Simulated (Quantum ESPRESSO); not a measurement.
# Commensurate spirals of MnS

Aim: the energy of flat spin spirals of MnS that close within a few cells.

Program: Quantum ESPRESSO 7.5. Level of theory: LDA with U = 2.4 eV on Mn d (ortho-atomic projectors); plane waves with GBRV 1.5 LDA potentials, no spin-orbit coupling, flat spiral in a supercell. Results are calculated unless marked as measured.

The database entry behind the starting cell differs from later determinations by our own check (an axis about 0.2 % short against later determinations), so it need not match the best structure at ambient conditions.

## (1) The structure

The structure is cubic, space group Fm-3m (No. 225). The conventional cell has a = 5.209 Å, b = 5.209 Å, c = 5.209 Å, α = 90.00°, β = 90.00°, γ = 90.00°. Nearest to Mn lie 6 S at 2.60 Å. Nearest to S lie 6 Mn at 2.60 Å. Farther neighbours and most contacts between anions are not listed.

Structure file:

```cif
data_structure
_symmetry_space_group_name_H-M 'P 1'
_symmetry_Int_Tables_number 1
_cell_length_a 3.6833
_cell_length_b 3.6833
_cell_length_c 3.6833
_cell_angle_alpha 60.000
_cell_angle_beta 60.000
_cell_angle_gamma 60.000
_cell_volume 35.33
loop_
_atom_site_label
_atom_site_type_symbol
_atom_site_fract_x
_atom_site_fract_y
_atom_site_fract_z
_atom_site_occupancy
Mn1 Mn 0.00000 0.00000 0.00000 1
S2 S 0.50000 0.50000 0.50000 1
```

The cell comes from the Crystallography Open Database.

## (2) Parallel moments, one cell

Contents of pw.in:

```
&CONTROL
  calculation = 'scf'
  prefix = 'pwscf'
  outdir = './tmp'
  pseudo_dir = './pseudo'
  disk_io = 'nowf'
/
&SYSTEM
  ibrav = 0
  celldm(1) = 8
  nat = 2
  ntyp = 2
  ecutwfc = 34
  ecutrho = 238
  nbnd = 34
  occupations = 'smearing'
  smearing = 'fd'
  degauss = 0.00734986
  noncolin = .true.
  starting_magnetization(1) = 0.3
  angle1(1) = 90
  angle2(1) = 0
  starting_magnetization(2) = 0
/
&ELECTRONS
  conv_thr = 2d-08
  electron_maxstep = 150
  mixing_beta = 0.3
/
ATOMIC_SPECIES
Mn     54.9380 mn_lda_v1.5.uspp.F.UPF
S      32.0600 s_lda_v1.4.uspp.F.UPF
CELL_PARAMETERS alat
   0.0000000000000    0.6152239614485    0.6152239614485
   0.6152239614485    0.0000000000000    0.6152239614485
   0.6152239614485    0.6152239614485    0.0000000000000
ATOMIC_POSITIONS crystal
Mn      0.0000000000    0.0000000000    0.0000000000
S       0.5000000000    0.5000000000    0.5000000000
K_POINTS automatic
12 4 4 0 0 0
HUBBARD {ortho-atomic}
U Mn-3d 2.4000
```

On the command line:

```console
OMP_NUM_THREADS=1 mpirun -n 4 pw.x -nk 4 -in pw.in > pw.out
```

The log of the run:

```text
Program PWSCF v.7.5 starts

     Message from routine setup:
     using ibrav=0 with symmetry is DISCOURAGED, use correct ibrav instead

     K-points division:     npool     =       4
     Subspace diagonalization in iterative solution of the eigenvalue problem:

     G-vector sticks info
     --------------------
     sticks:   dense  smooth     PW     G-vecs:    dense   smooth      PW
     Sum         805     451    151                14841     6375    1139

     Using Slab Decomposition

     bravais-lattice index     =            0
     lattice parameter (alat)  =       8.0000  a.u.
     unit-cell volume          =     238.4513 (a.u.)^3
     number of atoms/cell      =            2
     number of atomic types    =            2
     number of electrons       =        21.00
     number of Kohn-Sham states=           34
     kinetic-energy cutoff     =      34.0000  Ry
     charge density cutoff     =     238.0000  Ry
     scf convergence threshold =      2.0E-08
     mixing beta               =       0.3000
     number of iterations used =            8  plain     mixing
     Exchange-correlation=  SLA  PZ   NOGX NOGC
                           (   1   1   0   0   0   0   0)
     Noncollinear calculation without spin-orbit

     Hubbard projectors: ortho-atomic
     Hubbard parameters of DFT+U (Dudarev formulation) in eV:
     U(Mn-3d) =  2.4000

     Internal variables: lda_plus_u =T, lda_plus_u_kind = 0

     Internal variables: orbital_resolved =F, hub_pot_fix =F, apply_U = F

     celldm(1)=   8.000000  celldm(2)=   0.000000  celldm(3)=   0.000000
     celldm(4)=   0.000000  celldm(5)=   0.000000  celldm(6)=   0.000000

     crystal axes: (cart. coord. in units of alat)
               a(1) = (   0.000000   0.615224   0.615224 )
               a(2) = (   0.615224   0.000000   0.615224 )
               a(3) = (   0.615224   0.615224   0.000000 )

     reciprocal axes: (cart. coord. in units 2 pi/alat)
               b(1) = ( -0.812712  0.812712  0.812712 )
               b(2) = (  0.812712 -0.812712  0.812712 )
               b(3) = (  0.812712  0.812712 -0.812712 )

     PseudoPot. # 1 for Mn read from file:
     mn_lda_v1.5.uspp.F.UPF
     Pseudo is Ultrasoft + core correction, Zval = 15.0
     Generated by new atomic code, or converted to UPF format
     Using radial grid of  859 points,  6 beta functions with:
                l(1) =   0
                l(2) =   0
                l(3) =   1
                l(4) =   1
                l(5) =   2
                l(6) =   2
     Q(r) pseudized with  8 coefficients,  rinner =    0.950   0.950   0.950
                                                       0.950   0.950

     PseudoPot. # 2 for S  read from file:
     s_lda_v1.4.uspp.F.UPF
     Pseudo is Ultrasoft + core correction, Zval =  6.0
     Generated by new atomic code, or converted to UPF format
     Using radial grid of  907 points,  6 beta functions with:
                l(1) =   0
                l(2) =   0
                l(3) =   1
                l(4) =   1
                l(5) =   2
                l(6) =   2
     Q(r) pseudized with  8 coefficients,  rinner =    1.300   1.300   1.300
                                                       1.300   1.300

     atomic species   valence    mass     pseudopotential
     Mn               15.00    54.93800     Mn( 1.00)
     S                 6.00    32.06000     S ( 1.00)

     16 Sym. Ops., with inversion, found

   Cartesian axes

     site n.     atom                  positions (alat units)
         1        Mn     tau(   1) = (   0.0000000   0.0000000   0.0000000  )
         2        S      tau(   2) = (   0.6152240   0.6152240   0.6152240  )

     number of k points=    53  Fermi-Dirac smearing, width (Ry)=  0.0073
                       cart. coord. in units 2pi/alat
        k(    1) = (   0.0000000   0.0000000   0.0000000), wk =   0.0052083
        k(    2) = (   0.2031780   0.2031780  -0.2031780), wk =   0.0416667
        k(    3) = (  -0.4063561  -0.4063561   0.4063561), wk =   0.0208333
        k(    4) = (   0.4063561   0.0000000   0.0000000), wk =   0.0104167
        k(    5) = (  -0.2031780  -0.6095341   0.6095341), wk =   0.0416667
        [... 48 further k-points ...]

     Dense  grid:    14841 G-vectors     FFT dimensions: (  36,  36,  36)

     Smooth grid:     6375 G-vectors     FFT dimensions: (  25,  25,  25)

     Check: negative core charge=   -0.000023
     Generating pointlists ...
     new r_m :   0.2538 (alat units)  2.0302 (a.u.) for type    1
     new r_m :   0.2538 (alat units)  2.0302 (a.u.) for type    2

     Initial potential from superposition of free atoms

     starting charge      20.4999, renormalised to      21.0000

     STARTING HUBBARD OCCUPATIONS:

     ================= HUBBARD OCCUPATIONS ================
     ------------------------ ATOM    1 ------------------------
     Tr[ns(  1)] (up, down, total) =   2.50000  2.50000  5.00000
     [... lines left out ...]
     Atomic magnetic moment mx, my, mz =     5.000000    0.000000    0.000000

     Number of occupied Hubbard levels =    5.0000

 ==============================================================================
     atom number    1 relative position :    0.0000   0.0000   0.0000
     charge :    13.494502  (integrated on a sphere of radius 0.254)
     magnetization :          3.988408    0.000000    0.000000
     magnetization/charge:    0.295558    0.000000    0.000000
     polar coord.: r, theta, phi [deg] :     3.988408   90.000000    0.000000

 ==============================================================================

 ==============================================================================
     atom number    2 relative position :    0.6152   0.6152   0.6152
     charge :     4.493990  (integrated on a sphere of radius 0.254)
     magnetization :          0.065054    0.000000    0.000000
     magnetization/charge:    0.014476    0.000000    0.000000
     polar coord.: r, theta, phi [deg] :     0.065054   90.000000    0.000000

 ==============================================================================

     Atomic wfc used for Hubbard projectors are orthogonalized

     Starting wfcs are   34 randomized atomic wfcs

     Self-consistent Calculation

     iteration #  1     ecut=    34.00 Ry     beta= 0.30
     Davidson diagonalization with overlap
     ethr =  1.00E-02,  avg # of iterations =  4.3

     ================= HUBBARD OCCUPATIONS ================
     ------------------------ ATOM    1 ------------------------
     Tr[ns(  1)] (up, down, total) =   2.49939  2.49939  4.99879
     [... lines left out ...]
     Atomic magnetic moment mx, my, mz =     4.596544   -0.000000    0.000000

     Number of occupied Hubbard levels =    4.9988

     total energy              =    -235.15787973 Ry
     estimated scf accuracy    <       0.52206861 Ry

     total magnetization       =     4.89     0.00     0.00 Bohr mag/cell
     absolute magnetization    =     4.89 Bohr mag/cell

     iteration #  2     ecut=    34.00 Ry     beta= 0.30
     Davidson diagonalization with overlap
     ethr =  2.49E-03,  avg # of iterations =  2.1

     total energy              =    -235.25867940 Ry
     estimated scf accuracy    <       0.01680854 Ry

     total magnetization       =     4.91    -0.00    -0.00 Bohr mag/cell
     absolute magnetization    =     4.91 Bohr mag/cell

     iteration #  3     ecut=    34.00 Ry     beta= 0.30
     Davidson diagonalization with overlap
     ethr =  8.00E-05,  avg # of iterations =  4.2

     total energy              =    -235.26302290 Ry
     estimated scf accuracy    <       0.00863338 Ry

     total magnetization       =     4.91    -0.00     0.00 Bohr mag/cell
     absolute magnetization    =     4.91 Bohr mag/cell

     [... further iterations left out ...]

     iteration #  7     ecut=    34.00 Ry     beta= 0.30
     Davidson diagonalization with overlap
     ethr =  9.59E-08,  avg # of iterations =  2.2

     total energy              =    -235.26368593 Ry
     estimated scf accuracy    <       0.00000460 Ry

     total magnetization       =     4.93    -0.00     0.00 Bohr mag/cell
     absolute magnetization    =     4.93 Bohr mag/cell

     iteration #  8     ecut=    34.00 Ry     beta= 0.30
     Davidson diagonalization with overlap
     ethr =  2.19E-08,  avg # of iterations =  2.2

     total energy              =    -235.26368745 Ry
     estimated scf accuracy    <       0.00000038 Ry

     total magnetization       =     4.93     0.00    -0.00 Bohr mag/cell
     absolute magnetization    =     4.93 Bohr mag/cell

     iteration #  9     ecut=    34.00 Ry     beta= 0.30
     Davidson diagonalization with overlap
     ethr =  1.81E-09,  avg # of iterations =  3.8

     total energy              =    -235.26368738 Ry
     estimated scf accuracy    <       0.00000029 Ry

     total magnetization       =     4.93     0.00    -0.00 Bohr mag/cell
     absolute magnetization    =     4.93 Bohr mag/cell

     iteration # 10     ecut=    34.00 Ry     beta= 0.30
     Davidson diagonalization with overlap
     ethr =  1.38E-09,  avg # of iterations =  2.0

 ==============================================================================
     atom number    1 relative position :    0.0000   0.0000   0.0000
     charge :    13.180190  (integrated on a sphere of radius 0.254)
     magnetization :          4.387383    0.000000   -0.000000
     magnetization/charge:    0.332877    0.000000   -0.000000
     polar coord.: r, theta, phi [deg] :     4.387383   90.000000    0.000000

 ==============================================================================

 ==============================================================================
     atom number    2 relative position :    0.6152   0.6152   0.6152
     charge :     4.669237  (integrated on a sphere of radius 0.254)
     magnetization :          0.163022   -0.000000   -0.000000
     magnetization/charge:    0.034914   -0.000000   -0.000000
     polar coord.: r, theta, phi [deg] :     0.163022   90.000000   -0.000000

 ==============================================================================

     End of self-consistent calculation

     ================= HUBBARD OCCUPATIONS ================
     ------------------------ ATOM    1 ------------------------
     Tr[ns(  1)] (up, down, total) =   2.65713  2.65713  5.31425
     [... lines left out ...]
     Atomic magnetic moment mx, my, mz =     4.594955   -0.000000    0.000000

     Number of occupied Hubbard levels =    5.3143
     [... lines left out ...]
     the Fermi energy is    10.1095 ev

!    total energy              =    -235.26368746 Ry
     estimated scf accuracy    <       0.00000001 Ry
     smearing contrib. (-TS)   =      -0.00088770 Ry
     internal energy E=F+TS    =    -235.26279976 Ry

     The total energy is F=E-TS. E is the sum of the following terms:
     one-electron contribution =    -132.90966279 Ry
     hartree contribution      =      73.91761085 Ry
     xc contribution           =     -34.81005513 Ry
     ewald contribution        =    -141.49328214 Ry
     Hubbard energy            =       0.03258945 Ry

     total magnetization       =     4.93     0.00     0.00 Bohr mag/cell
     absolute magnetization    =     4.93 Bohr mag/cell

     convergence has been achieved in  10 iterations

=------------------------------------------------------------------------------=
   JOB DONE.
=------------------------------------------------------------------------------=
```

Wall time 12 s (4 MPI ranks of Arm Neoverse V2, shared host); peak memory 0.35 GiB; 46 s of CPU time.

Spin moment in the atom's sphere by atom:

| atom | x (μB) | y (μB) | z (μB) | size |
| --- | --- | --- | --- | --- |
| Mn1 | 4.39 | 0.00 | 0.00 | 4.39 |
| S2 | 0.16 | 0.00 | 0.00 | 0.16 |

Numbers from this step:

```yaml
smearing_term_ts: 0.01208 eV
magnetization: 4.935, 0, 0 μB
absolute_magnetization: 4.935 μB
final_state: ferromagnetic
```

## (3) One turn in 2 cells along the input cell's a

Neighbouring cells are turned by 180° in the xy plane; the cell holds 4 atoms.

Contents of pw.in:

```
&CONTROL
  calculation = 'scf'
  prefix = 'pwscf'
  outdir = './tmp'
  pseudo_dir = './pseudo'
  disk_io = 'nowf'
/
&SYSTEM
  ibrav = 0
  celldm(1) = 8
  nat = 4
  ntyp = 4
  ecutwfc = 34
  ecutrho = 238
  nbnd = 60
  occupations = 'smearing'
  smearing = 'fd'
  degauss = 0.00734986
  noncolin = .true.
  starting_magnetization(1) = 0.3
  angle1(1) = 90
  angle2(1) = 0
  starting_magnetization(2) = 0.3
  angle1(2) = 90
  angle2(2) = 180
  starting_magnetization(3) = 0
  starting_magnetization(4) = 0
/
&ELECTRONS
  conv_thr = 4d-08
  electron_maxstep = 150
  mixing_beta = 0.3
/
ATOMIC_SPECIES
Mn1    54.9380 mn_lda_v1.5.uspp.F.UPF
Mn2    54.9380 mn_lda_v1.5.uspp.F.UPF
S1     32.0600 s_lda_v1.4.uspp.F.UPF
S2     32.0600 s_lda_v1.4.uspp.F.UPF
CELL_PARAMETERS alat
   0.0000000000000    1.2304479228970    1.2304479228970
   0.6152239614485    0.0000000000000    0.6152239614485
   0.6152239614485    0.6152239614485    0.0000000000000
ATOMIC_POSITIONS crystal
Mn1     0.0000000000    0.0000000000    0.0000000000
Mn2     0.5000000000    0.0000000000    0.0000000000
S1      0.2500000000    0.5000000000    0.5000000000
S2      0.7500000000    0.5000000000    0.5000000000
K_POINTS automatic
6 4 4 0 0 0
HUBBARD {ortho-atomic}
U Mn1-3d 2.4000
U Mn2-3d 2.4000
```

The log of the run:

```text
     [... lines left out ...]
Program PWSCF v.7.5 starts
     [... lines left out ...]
     number of atoms/cell      =            4
     [... lines left out ...]
     number of electrons       =        42.00
     number of Kohn-Sham states=           60
     kinetic-energy cutoff     =      34.0000  Ry
     charge density cutoff     =     238.0000  Ry
     scf convergence threshold =      4.0E-08
     [... lines left out ...]
     Noncollinear calculation without spin-orbit
     [... lines left out ...]
      2 Sym. Ops. (no inversion) found
     [... lines left out ...]
     number of k points=    52  Fermi-Dirac smearing, width (Ry)=  0.0073
     [... lines left out ...]
     iteration # 12     ecut=    34.00 Ry     beta= 0.30
     [... lines left out ...]
     atom number    1 relative position :    0.0000   0.0000   0.0000
     [... lines left out ...]
     magnetization :          4.293716   -0.000016   -0.000016
     [... lines left out ...]
     atom number    2 relative position :    0.0000   0.6152   0.6152
     [... lines left out ...]
     magnetization :         -4.293716    0.000007    0.000007
     [... lines left out ...]
     atom number    3 relative position :    0.6152   0.6152   0.6152
     [... lines left out ...]
     magnetization :         -0.000000   -0.000000   -0.000000
     [... lines left out ...]
     atom number    4 relative position :    0.6152   1.2304   1.2304
     [... lines left out ...]
     magnetization :         -0.000000   -0.000000   -0.000000
     [... lines left out ...]
     Tr[ns(  1)] (up, down, total) =   2.67312  2.67314  5.34626
     [... lines left out ...]
     Tr[ns(  2)] (up, down, total) =   2.67313  2.67312  5.34626
     [... lines left out ...]
     the Fermi energy is    10.0906 ev
!    total energy              =    -470.54245615 Ry
     estimated scf accuracy    <       0.00000002 Ry
     smearing contrib. (-TS)   =      -0.00000608 Ry
     [... lines left out ...]
     total magnetization       =    -0.00    -0.00    -0.00 Bohr mag/cell
     absolute magnetization    =     9.17 Bohr mag/cell
     convergence has been achieved in  12 iterations
```

The job ended after 61 s (4 MPI ranks; peak memory 0.65 GiB; 4 min of CPU time).

Spin moment in the atom's sphere by atom:

| atom | x (μB) | y (μB) | z (μB) | size |
| --- | --- | --- | --- | --- |
| Mn1 | 4.29 | 0.00 | 0.00 | 4.29 |
| Mn2 | -4.29 | 0.00 | 0.00 | 4.29 |
| S3 | 0.00 | 0.00 | 0.00 | 0.00 |
| S4 | 0.00 | 0.00 | 0.00 | 0.00 |

This step gave:

| Item | Value |
| --- | --- |
| smearing term TS | 8.28e-5 eV |
| magnetization | 0, 0, 0 μB |
| absolute magnetization | 9.166 μB |
| final state | antiferromagnetic |

(Continued in part 2 of 2.)

[Logs and program files are shortened in this print: banners, set-up blocks, solver, clock and traceback lines can be left out without a mark of their own.]

[Logs are printed without paths, hosts, clocks, repeated set-up lines and the standing remarks that a program may print on its own settings, such as how far it seeks lower states.]

[Hosts, paths, dates, database ids (printed as entryN), source tags and the programs' standing remarks are cut or masked in the printed files.]

[Where a cell is said to come from a database of computed structures, the database is the Materials Project.]
